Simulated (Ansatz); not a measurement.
# NaYCl2F2: complex band structure, part 2 of 3

Aim: relax a made-up compound, NaYCl2F2, and see how good a tunnel barrier it would be. It is built by putting Cl for part of the F in the NaYF4 structure of space group P4/mmm, with the volume rescaled by atomic radii. The parent structure comes from the Materials Project.

Ansatz 0.2.0; PBE DFT, plane waves, PAW files (the session's first sound run).

So far, gap on path (eV): step 3 (band edges) 4.89.

The structure was built from a prototype and need not be the compound's stable phase.

## Step 4: Decaying states in the gap, plane (100), k-mesh 6×4×6

This step: PBE DFT, plane waves, PAW files; complex bands by layer matching along the plane's normal (Ansatz 0.2.0).

The same crystal is laid in a cell whose first two vectors span the (100) plane (indices of the standard conventional cell, whose axes can be ordered otherwise than in the bulk input). At fixed energy and wavevector in the plane the solver finds all kz, real and complex. A few wavevectors are listed, (0, 0) and (0.5, 0) in units of the plane's reciprocal vectors; the slowest state needn't be among them.

input.yaml

```yaml
crystal:
  lattice:
    - [3.781023958, 0.0, 0.0]
    - [0.0, 6.99421613, 0.0]
    - [0.0, 0.0, 4.793739227]
  atoms:
    - { symbol: Na, position: [0.0, 0.0, 0.0] }
    - { symbol: "Y", position: [0.5, 0.5, 0.5] }
    - { symbol: F, position: [0.0, 0.678617214, 0.5] }
    - { symbol: Cl, position: [0.5, 0.271119125, 0.0] }
    - { symbol: F, position: [0.0, 0.321382786, 0.5] }
    - { symbol: Cl, position: [0.5, 0.728880875, 0.0] }
kpoints:
  mp_grid: { grid: [6, 4, 6] }
scf:
  occupations: { method: fixed }
hamiltonian:
  xc: pbe
output:
  eigenvalues: true
  transmission:
    leads: [[0, 0]]
    kpoints: [[0.0, 0.0], [0.5, 0.0]]
    e_range: [-1.0, 5.89]
    de: 0.14
```

On the command line:

```
> ansatz run input.yaml --threads 2 --pin off --max-ram 4096MiB --backend cpu --events-out ev --progress --plain --runs-dir out
```

Numbers of over 12 decimals in the logs are rounded to 6 here.

Output:

```text
[...]
Crystal: 6 atoms, lattice volume = 126.772 Å³
Basis set: ecut = 420 eV, 2471 PW (Γ)
Bands: 30, of which v1, the nominal top of the filled ones, is band 24 counted from 1 (23 counted from 0)
Symmetry: 8 space group operations
[...]
k-points: 48 of 144
[...]
SCF iter   1: F=—  HF=-9122.221883 eV  |F-HF|=—  |Δ(HF+E_count)|=         —  Δρ=1.02e-3  dr2=1.29e-3  ethr=1.77e-3  ⟨swp⟩=4.0  Hψ=5639  notcnv=0  defer=128
[...]
SCF iter   6: F=-9122.222562 eV  HF=-9122.222562 eV  |F-HF|=3.07e-8  |Δ(HF+E_count)|=   1.35e-6  Δρ=4.81e-6  dr2=3.55e-8  ethr=2.08e-10  ⟨swp⟩=8.3  Hψ=5456  notcnv=0
SCF 1 converged in 6 iterations: F = -9122.222562 eV  dr2 = 3.55e-8
[...]
transmission: 8 of 16 steps passed
transmission: 16 of 16 steps passed
SCF converged after 6 iterations
Free energy (F): -9122.222562 eV
[...]
Internal energy: -9122.222562 eV  (E = F + TS)
E sigma→0 (E₀):  -9122.222562 eV
Fermi energy:    2.321922 eV
[...]
--- Band table (eV; the first three rows and the last of 48) ---
  k-point 0: bands = [... 20 lower, 1.8298, 2.0898, 2.2303, 2.3219, 7.5308, 7.6356, 8.1207, 9.4541, ... 2 higher]
  k-point 1: bands = [... 20 lower, 1.7528, 2.0287, 2.1974, 2.2907, 7.6467, 7.9148, 8.1900, 9.1402, ... 2 higher]
  k-point 2: bands = [... 20 lower, 1.5647, 1.9069, 2.1274, 2.2281, 7.4283, 8.3249, 8.6121, 8.7892, ... 2 higher]
  k-point 47: bands = [... 20 lower, 1.4563, 1.6414, 1.7080, 1.7973, 7.9606, 7.9759, 8.1785, 9.2570, ... 2 higher]
--- Transmission ---
  basis      : 239 plane waves across, 8 finite elements along
  points     : 2, as listed
  energies   : 50 from -1.000000 to 5.860000 eV about the Fermi level, 0.140000 eV apart; the leads are filled to 2.446491 eV, and channels, transmission and decay are at 2.500000 eV
  crystal 0  : Na1Cl2Y1F2, at the sites [0, 0], period 4.7937 Å: whole cells are its period
    offset         : up to 0.0000 Å between an atom of the period and one for which it stands
    channels       : 0.000000e0 a spin
    conductance    : none, the energies end too early or step too widely for 300 K: set another output.transmission.e_range or a lower de, or, where they end at an eighth of basis.ecutwfc, a higher one
    slowest decay  : 0.4064 /Å at (0.0000, 0.0000)
```

Wall time 42 s (2 threads of Arm Neoverse V2, shared host); peak memory 0.68 GiB; 66 s of CPU time.

Numbers from this step:

```
level to which the leads are filled                       : 2.446 eV from the Fermi level
decay constant at the filling level, zone centre          : 0.4064 Å⁻¹
decay constant at the filling level, slowest listed point : 0.4064 Å⁻¹
```

K parallel (0, 0); values up to 1.5 1/Å, a degenerate pair printed once or twice; energies at which all values exceed this have no row. The Im kz of the slowest decaying states by energy, zero at the highest filled level on the SCF mesh:

| energy (eV) | decay 1 (Å⁻¹) | decay 2 (Å⁻¹) | decay 3 (Å⁻¹) | decay 4 (Å⁻¹) |
| --- | --- | --- | --- | --- |
| -1.000 | 0.195 | 0.478 | 0.636 | 0.665 |
| -0.440 | 0.147 | 0.175 | 0.440 | 0.513 |
| -0.020 | 0.276 | 0.312 | 0.345 | 0.423 |
| 0.540 | 0.354 | 0.544 | 0.603 | 0.619 |
| 0.960 | 0.386 | 0.604 | 0.610 | 0.665 |
| 1.520 | 0.408 | 0.578 | 0.659 | 0.698 |
| 1.940 | 0.412 | 0.554 | 0.678 | 0.703 |
| 2.500 | 0.406 | 0.516 | 0.688 | 0.696 |
| 3.060 | 0.387 | 0.469 | 0.679 | 0.683 |
| 3.480 | 0.363 | 0.424 | 0.660 | 0.669 |
| 4.040 | 0.317 | 0.347 | 0.629 | 0.637 |
| 4.460 | 0.261 | 0.265 | 0.552 | 0.599 |
| 5.020 | 0.141 | 0.372 | 0.517 | 0.550 |
| 5.440 | 0.169 | 0.398 | 0.502 | 0.797 |

K parallel (0.5, 0); values up to 1.5 1/Å, a degenerate pair printed once or twice; energies at which all values exceed this have no row. Table of Im kz of the slowest decaying states by energy, zero at the highest filled level on the SCF mesh:

| energy (eV) | decay 1 (Å⁻¹) | decay 2 (Å⁻¹) | decay 3 (Å⁻¹) | decay 4 (Å⁻¹) |
| --- | --- | --- | --- | --- |
| -1.000 | 0.521 | 1.06 | 1.09 | 1.11 |
| -0.440 | 0.121 | 0.260 | 0.588 | 0.822 |
| -0.020 | 0.317 | 0.358 | 0.384 | 0.592 |
| 0.540 | 0.464 | 0.484 | 0.591 | 0.603 |
| 0.960 | 0.530 | 0.536 | 0.585 | 0.587 |
| 1.520 | 0.575 | 0.588 | 0.589 | 0.604 |
| 1.940 | 0.561 | 0.593 | 0.617 | 0.619 |
| 2.500 | 0.537 | 0.563 | 0.632 | 0.645 |
| 3.060 | 0.506 | 0.526 | 0.636 | 0.658 |
| 3.480 | 0.477 | 0.493 | 0.626 | 0.660 |
| 4.040 | 0.427 | 0.438 | 0.580 | 0.652 |
| 4.460 | 0.379 | 0.385 | 0.525 | 0.612 |
| 5.020 | 0.278 | 0.284 | 0.427 | 0.499 |
| 5.440 | 0.0444 | 0.0504 | 0.127 | 0.324 |

At the listed wavevectors the last open channel is at -0.02 eV and the next at +5.02 eV on the grid. At +2.50 eV, the grid energy nearest the filling level (the middle of the gap on the SCF mesh), the slowest state at the listed wavevectors decays with κ = 0.406 Å⁻¹, its amplitude falling by e over 2.5 Å. Through 1 nm of this crystal that state's transmission falls by exp(−2 × 0.406 Å⁻¹ × 10 Å) = 3.0e-4.

## Step 5: Decay over the two-dimensional zone

The listed points could miss the slowest state, so one energy near mid-gap is solved on a mesh of 8×6.

input.yaml, as its differences from that of step 4:

```diff
@@ -20,6 +20,2 @@
   eigenvalues: true
-  transmission:
-    leads: [[0, 0]]
-    kpoints: [[0.0, 0.0], [0.5, 0.0]]
-    e_range: [-1.0, 5.89]
-    de: 0.14
+  transmission: { leads: [[0, 0]], kmesh: [8, 6], e_range: [2.45, 2.46], de: 0.05 }
```

Output:

```text
[...]
Crystal: 6 atoms, lattice volume = 126.772 Å³
Basis set: ecut = 420 eV, 2471 PW (Γ)
Bands: 30, of which v1, the nominal top of the filled ones, is band 24 counted from 1 (23 counted from 0)
Symmetry: 8 space group operations
[...]
k-points: 48 of 144
[...]
SCF iter   1: F=—  HF=-9122.221883 eV  |F-HF|=—  |Δ(HF+E_count)|=         —  Δρ=1.02e-3  dr2=1.29e-3  ethr=1.77e-3  ⟨swp⟩=4.0  Hψ=5639  notcnv=0  defer=128
[...]
SCF iter   6: F=-9122.222562 eV  HF=-9122.222562 eV  |F-HF|=3.07e-8  |Δ(HF+E_count)|=   1.35e-6  Δρ=4.81e-6  dr2=3.55e-8  ethr=2.08e-10  ⟨swp⟩=8.3  Hψ=5456  notcnv=0
SCF 1 converged in 6 iterations: F = -9122.222562 eV  dr2 = 3.55e-8
[...]
transmission: 21 of 140 steps passed
transmission: 42 of 140 steps passed
[...]
transmission: 140 of 140 steps passed
SCF converged after 6 iterations
Free energy (F): -9122.222562 eV
[...]
Internal energy: -9122.222562 eV  (E = F + TS)
E sigma→0 (E₀):  -9122.222562 eV
Fermi energy:    2.321922 eV
[...]
--- Band table (eV; the first three rows and the last of 48) ---
  k-point 0: bands = [... 20 lower, 1.8298, 2.0898, 2.2303, 2.3219, 7.5308, 7.6356, 8.1207, 9.4541, ... 2 higher]
  k-point 1: bands = [... 20 lower, 1.7528, 2.0287, 2.1974, 2.2907, 7.6467, 7.9148, 8.1900, 9.1402, ... 2 higher]
  k-point 2: bands = [... 20 lower, 1.5647, 1.9069, 2.1274, 2.2281, 7.4283, 8.3249, 8.6121, 8.7892, ... 2 higher]
  k-point 47: bands = [... 20 lower, 1.4563, 1.6414, 1.7080, 1.7973, 7.9606, 7.9759, 8.1785, 9.2570, ... 2 higher]
--- Transmission ---
  basis      : 239 plane waves across, 7 finite elements along
  points     : 20, standing for a mesh of 8 x 6
  energies   : 1 from 2.450000 to 2.450000 eV about the Fermi level; the leads are filled to 2.446491 eV, and channels, transmission and decay are at 2.450000 eV
[...]
channels       : 0.000000e0 a spin
    conductance    : none, crystal 0 has no channel at the energies, or these end too early or step too widely for 300 K: set another output.transmission.e_range or a lower de, or, where they end at an eighth of basis.ecutwfc, a higher one
    slowest decay  : 0.4075 /Å at (0.0000, 0.0000)
```

Elapsed: 31 s, on 2 threads; peak memory 0.69 GiB.

Numbers from this step:

- least decay constant on the mesh: 0.4075 Å⁻¹

Slowest decay constant (1/Å; 0 where a channel is open) over k1 and k2. At 2.4500 eV from the Fermi level.

Ten even steps from '_' (0.407) to '@' (0.590):
```
@@@@%%==..==%%@@
%%%%##--__--##%%
####**::__::**##
%%%%##--__--##%%
@@@@%%==..==%%@@
@@%%##++::++##%%
```
Columns: k1 (b1) from -0.5 to 0.375; rows upwards: k2 (b2) from -0.5 to 0.333.

The least value on the mesh is 0.407 Å⁻¹ at +2.45 eV. At that energy the listed points give about 0.407 Å⁻¹ by interpolation, so the mesh holds no clearly slower state.

## Step 6: Complex bands, plane (001), k-mesh 6×6×4

The same for the (001) plane, at (0, 0), (-0.5, 0) and (0.5, 0) (two of them one point), to see how the decay depends on direction.

input.yaml

```yaml
crystal:
  lattice:
    - [4.793739227, 0.0, 0.0]
    - [0.0, 3.781023958, 0.0]
    - [0.0, 0.0, 6.99421613]
  atoms:
    - { symbol: Na, position: [0.0, 0.0, 0.0] }
    - { symbol: "Y", position: [0.5, 0.5, 0.5] }
    - { symbol: F, position: [0.5, 0.0, 0.678617214] }
    - { symbol: Cl, position: [0.0, 0.5, 0.271119125] }
    - { symbol: F, position: [0.5, 0.0, 0.321382786] }
    - { symbol: Cl, position: [0.0, 0.5, 0.728880875] }
kpoints:
  mp_grid: { grid: [6, 6, 4] }
scf:
  occupations: { method: fixed }
hamiltonian:
  xc: pbe
output:
  eigenvalues: true
  transmission:
    leads: [[0, 0]]
    kpoints: [[0.0, 0.0], [-0.5, 0.0], [0.5, 0.0]]
    e_range: [-1.0, 5.89]
    de: 0.11
```

Output:

```text
[...]
Crystal: 6 atoms, lattice volume = 126.772 Å³
Basis set: ecut = 420 eV, 2471 PW (Γ)
Bands: 30, of which v1, the nominal top of the filled ones, is band 24 counted from 1 (23 counted from 0)
Symmetry: 8 space group operations
[...]
k-points: 48 of 144
[...]
SCF iter   1: F=—  HF=-9122.221905 eV  |F-HF|=—  |Δ(HF+E_count)|=         —  Δρ=1.02e-3  dr2=1.29e-3  ethr=1.77e-3  ⟨swp⟩=4.0  Hψ=5628  notcnv=0  defer=126
[...]
SCF iter   6: F=-9122.222562 eV  HF=-9122.222562 eV  |F-HF|=2.95e-8  |Δ(HF+E_count)|=   1.37e-6  Δρ=4.86e-6  dr2=3.42e-8  ethr=2.08e-10  ⟨swp⟩=8.4  Hψ=5458  notcnv=0
SCF 1 converged in 6 iterations: F = -9122.222562 eV  dr2 = 3.42e-8
[...]
transmission: 12 of 36 steps passed
transmission: 24 of 36 steps passed
transmission: 36 of 36 steps passed
SCF converged after 6 iterations
Free energy (F): -9122.222562 eV
[...]
Internal energy: -9122.222562 eV  (E = F + TS)
E sigma→0 (E₀):  -9122.222562 eV
Fermi energy:    2.321920 eV
[...]
--- Band table (eV; the first three rows and the last of 48) ---
  k-point 0: bands = [... 20 lower, 1.8298, 2.0897, 2.2303, 2.3219, 7.5308, 7.6356, 8.1207, 9.4541, ... 2 higher]
  k-point 1: bands = [... 20 lower, 1.8232, 1.8475, 2.0982, 2.3113, 7.6836, 7.9757, 8.1219, 9.3118, ... 2 higher]
  k-point 2: bands = [... 20 lower, 1.7854, 1.8100, 2.1076, 2.2997, 7.7558, 8.1232, 8.5980, 9.1940, ... 2 higher]
  k-point 47: bands = [... 20 lower, 1.4563, 1.6414, 1.7080, 1.7973, 7.9606, 7.9759, 8.1785, 9.2570, ... 2 higher]
--- Transmission ---
  basis      : 161 plane waves across, 12 finite elements along
  points     : 3, as listed
[...]
crystal 0  : F2Cl2Na1Y1, at the sites [0, 0], period 6.9942 Å: whole cells are its period
[...]
channels       : 0.000000e0 a spin
[...]
slowest decay  : 0.3436 /Å at (0.0000, 0.0000)
```

Wall time 39 s (2 threads); peak memory 0.56 GiB; 58 s of CPU time.

Numbers from this step:

- decay constant at the filling level, zone centre: 0.3436 Å⁻¹
- decay constant at the filling level, slowest listed point: 0.3436 Å⁻¹

K parallel (0, 0); values up to 1.5 1/Å, a degenerate pair printed once or twice; energies at which all values exceed this have no row. Im kz of the slowest decaying states against energy, zero at the highest filled level on the SCF mesh:

| energy (eV) | decay 1 (Å⁻¹) | decay 2 (Å⁻¹) | decay 3 (Å⁻¹) | decay 4 (Å⁻¹) |
| --- | --- | --- | --- | --- |
| -1.00 | 0.0704 | 0.530 | 0.637 | 1.07 |
| -0.78 | 0.527 | 0.573 | 1.02 | 1.13 |
| -0.45 | 0.619 | 0.626 | 0.684 | 0.709 |
| -0.23 | 0.630 | 0.642 | 1.08 | 1.24 |
| -0.01 | 0.0936 | 0.660 | 0.685 | 1.18 |
| 0.10 | 0.140 | 0.474 | 0.667 | 0.705 |
| 0.32 | 0.198 | 0.679 | 0.680 | 0.737 |
| 0.65 | 0.251 | 0.694 | 0.769 | 0.813 |
| 0.87 | 0.276 | 0.701 | 0.784 | 0.865 |
| 1.20 | 0.303 | 0.706 | 0.799 | 0.918 |
| 1.42 | 0.317 | 0.708 | 0.805 | 0.943 |
| 1.75 | 0.331 | 0.707 | 0.810 | 0.970 |
| 1.97 | 0.337 | 0.704 | 0.810 | 0.983 |
| 2.30 | 0.343 | 0.697 | 0.807 | 0.996 |
| 2.52 | 0.344 | 0.689 | 0.803 | 1.00 |
| 2.85 | 0.342 | 0.675 | 0.793 | 0.980 |
| 3.07 | 0.337 | 0.662 | 0.785 | 0.959 |
| 3.40 | 0.327 | 0.638 | 0.770 | 0.927 |
| 3.62 | 0.317 | 0.619 | 0.757 | 0.905 |
| 3.95 | 0.297 | 0.583 | 0.736 | 0.871 |
| 4.17 | 0.279 | 0.554 | 0.719 | 0.848 |
| 4.50 | 0.243 | 0.498 | 0.690 | 0.812 |
| 4.72 | 0.209 | 0.448 | 0.669 | 0.787 |
| 5.05 | 0.127 | 0.332 | 0.631 | 0.747 |
| 5.27 | 0.142 | 0.603 | 0.719 | 0.958 |
| 5.60 | 0.261 | 0.553 | 0.674 | 0.844 |
| 5.82 | 0.348 | 0.497 | 0.514 | 0.642 |

K parallel (-0.5, 0); values up to 1.5 1/Å, a degenerate pair printed once or twice; energies at which all values exceed this have no row. Table of Im kz of the slowest decaying states by energy, zero at the highest filled level on the SCF mesh:

| energy (eV) | decay 1 (Å⁻¹) | decay 2 (Å⁻¹) | decay 3 (Å⁻¹) | decay 4 (Å⁻¹) |
| --- | --- | --- | --- | --- |
| -1.000 | 0.260 | 0.574 | 0.877 | 1.08 |
| -0.450 | 0.178 | 0.480 | 0.684 | 1.16 |
| -0.010 | 0.167 | 0.482 | 0.552 | 0.752 |
| 0.540 | 0.288 | 0.586 | 0.783 | 0.810 |
| 0.980 | 0.341 | 0.596 | 0.840 | 0.864 |
| 1.530 | 0.384 | 0.594 | 0.864 | 0.914 |
| 1.970 | 0.406 | 0.583 | 0.876 | 0.933 |
| 2.520 | 0.424 | 0.559 | 0.882 | 0.940 |
| 2.960 | 0.432 | 0.530 | 0.882 | 0.936 |
| 3.510 | 0.436 | 0.479 | 0.876 | 0.919 |
| 3.950 | 0.420 | 0.434 | 0.867 | 0.898 |
| 4.500 | 0.301 | 0.427 | 0.849 | 0.858 |
| 5.050 | 0.416 | 0.798 | 0.820 | 0.913 |
| 5.490 | 0.231 | 0.410 | 0.717 | 0.779 |

K parallel (0.5, 0); values up to 1.5 1/Å, a degenerate pair printed once or twice; energies at which all values exceed this have no row. The Im kz of the slowest decaying states by energy, zero at the highest filled level on the SCF mesh:

| energy (eV) | decay 1 (Å⁻¹) | decay 2 (Å⁻¹) | decay 3 (Å⁻¹) | decay 4 (Å⁻¹) |
| --- | --- | --- | --- | --- |
| -1.000 | 0.260 | 0.574 | 0.877 | 1.08 |
| -0.450 | 0.178 | 0.480 | 0.684 | 1.16 |
| -0.010 | 0.167 | 0.482 | 0.552 | 0.752 |
| 0.540 | 0.288 | 0.586 | 0.783 | 0.810 |
| 0.980 | 0.341 | 0.596 | 0.840 | 0.864 |
| 1.530 | 0.384 | 0.594 | 0.864 | 0.914 |
| 1.970 | 0.406 | 0.583 | 0.876 | 0.933 |
| 2.520 | 0.424 | 0.559 | 0.882 | 0.940 |
| 2.960 | 0.432 | 0.530 | 0.882 | 0.936 |
| 3.510 | 0.436 | 0.479 | 0.876 | 0.919 |
| 3.950 | 0.420 | 0.434 | 0.867 | 0.898 |
| 4.500 | 0.301 | 0.427 | 0.849 | 0.858 |
| 5.050 | 0.416 | 0.798 | 0.820 | 0.913 |
| 5.490 | 0.231 | 0.410 | 0.717 | 0.779 |

At the listed wavevectors the last open channel is at -0.01 eV and the next at +4.94 eV on the grid. At +2.41 eV, the grid energy nearest the filling level (the middle of the gap on the SCF mesh), the slowest state at the listed wavevectors decays with κ = 0.344 Å⁻¹, its amplitude falling by e over 2.9 Å; the first such run, plane (100), gave 0.406 Å⁻¹.

## Step 7: Band edges at another level

This step: LDA DFT, plane waves, PAW files (Ansatz 0.2.0).

The edges again with LDA, at the same atoms.

input.yaml

```yaml
crystal:
  lattice:
    - [4.7937392274, 0.0, 0.0]
    - [0.0, 3.7810239582, 0.0]
    - [0.0, 0.0, 6.9942161301]
  atoms:
    - { symbol: Na, position: [0.0, 0.0, 0.0] }
    - { symbol: "Y", position: [0.5, 0.5, 0.5] }
    - { symbol: F, position: [0.5, 0.0, 0.678617214] }
    - { symbol: Cl, position: [0.0, 0.5, 0.271119125] }
    - { symbol: F, position: [0.5, 0.0, 0.321382786] }
    - { symbol: Cl, position: [0.0, 0.5, 0.728880875] }
kpoints:
  mp_grid: { grid: [6, 6, 4] }
  band_path: { path: [VBM, CBM], npoints: 30 }
scf:
  occupations: { method: fixed }
hamiltonian:
  xc: lda
output:
  eigenvalues: true
```

Output:

```text
[...]
Crystal: 6 atoms, lattice volume = 126.772 Å³
Basis set: ecut = 420 eV, 2471 PW (Γ)
Bands: 30, of which v1, the nominal top of the filled ones, is band 24 counted from 1 (23 counted from 0)
Symmetry: 8 space group operations
[...]
k-points: 48 of 144
[...]
SCF iter   1: F=—  HF=-8899.250050 eV  |F-HF|=—  |Δ(HF+E_count)|=         —  Δρ=1.19e-2  dr2=1.40e-1  ethr=1.77e-3  ⟨swp⟩=4.0  Hψ=5633  notcnv=0  defer=133
[...]
SCF iter   7: F=-8899.209187 eV  HF=-8899.209187 eV  |F-HF|=2.38e-8  |Δ(HF+E_count)|=   2.54e-7  Δρ=4.56e-6  dr2=2.84e-8  ethr=2.08e-10  ⟨swp⟩=9.9  Hψ=5200  notcnv=0
SCF 1 converged in 7 iterations: F = -8899.209187 eV  dr2 = 2.84e-8
[...]
SCF converged after 7 iterations
Free energy (F): -8899.209187 eV
[...]
Internal energy: -8899.209187 eV  (E = F + TS)
E sigma→0 (E₀):  -8899.209187 eV
Fermi energy:    2.060273 eV
[...]
--- Band table (eV; the first three rows and the last of 48) ---
  k-point 0: bands = [... 20 lower, 1.5247, 1.8178, 1.9671, 2.0603, 6.8936, 7.1333, 7.6618, 9.1087, ... 2 higher]
  k-point 1: bands = [... 20 lower, 1.5228, 1.5617, 1.8269, 2.0489, 7.1526, 7.3848, 7.6631, 8.9477, ... 2 higher]
  k-point 2: bands = [... 20 lower, 1.4771, 1.5202, 1.8370, 2.0364, 7.2509, 7.6644, 8.0033, 8.7557, ... 2 higher]
  k-point 47: bands = [... 20 lower, 1.1625, 1.3488, 1.3958, 1.4805, 7.4550, 7.5124, 7.7744, 8.8151, ... 2 higher]
```

Elapsed: 14 s, on 2 threads; peak memory 0.43 GiB.

Numbers from this step:

```yaml
free_energy: -8899.2092 eV
fermi_energy: 2.060 eV
gap_on_the_k_mesh: 4.663 eV
gap_on_path: 4.663 eV, by band count; negative where bands overlap
direct_gap_on_path: 4.791 eV
```

Electronic bands along the path, in eV, zero at the Fermi level (highest filled level under fixed occupations); v1 is the highest filled band, c1 the lowest empty one:

| point | v4 | v3 | v2 | v1 | c1 | c2 | c3 | c4 |
| --- | --- | --- | --- | --- | --- | --- | --- | --- |
| VBM | -0.54 | -0.24 | -0.09 | 0.00 | 4.83 | 5.07 | 5.60 | 7.05 |
| halfway | -0.70 | -0.37 | -0.16 | -0.06 | 5.04 | 5.60 | 5.75 | 6.50 |
| CBM | -0.91 | -0.50 | -0.24 | -0.13 | 4.66 | 5.89 | 6.25 | 6.44 |

The searched edges give 4.66 eV, as on the mesh.

Between step 3 and this run (LDA) the value for the gap on path moves from 4.89 eV to 4.66 eV.

(Part 2 of 3 ends here.)

[Logs are printed without paths, hosts, clocks, repeated set-up lines and the standing remarks that a program may print on its own settings, such as how far it seeks lower states.]

[Hosts, paths, dates, database ids (printed as entryN), source tags and the programs' standing remarks are cut or masked in the printed files.]
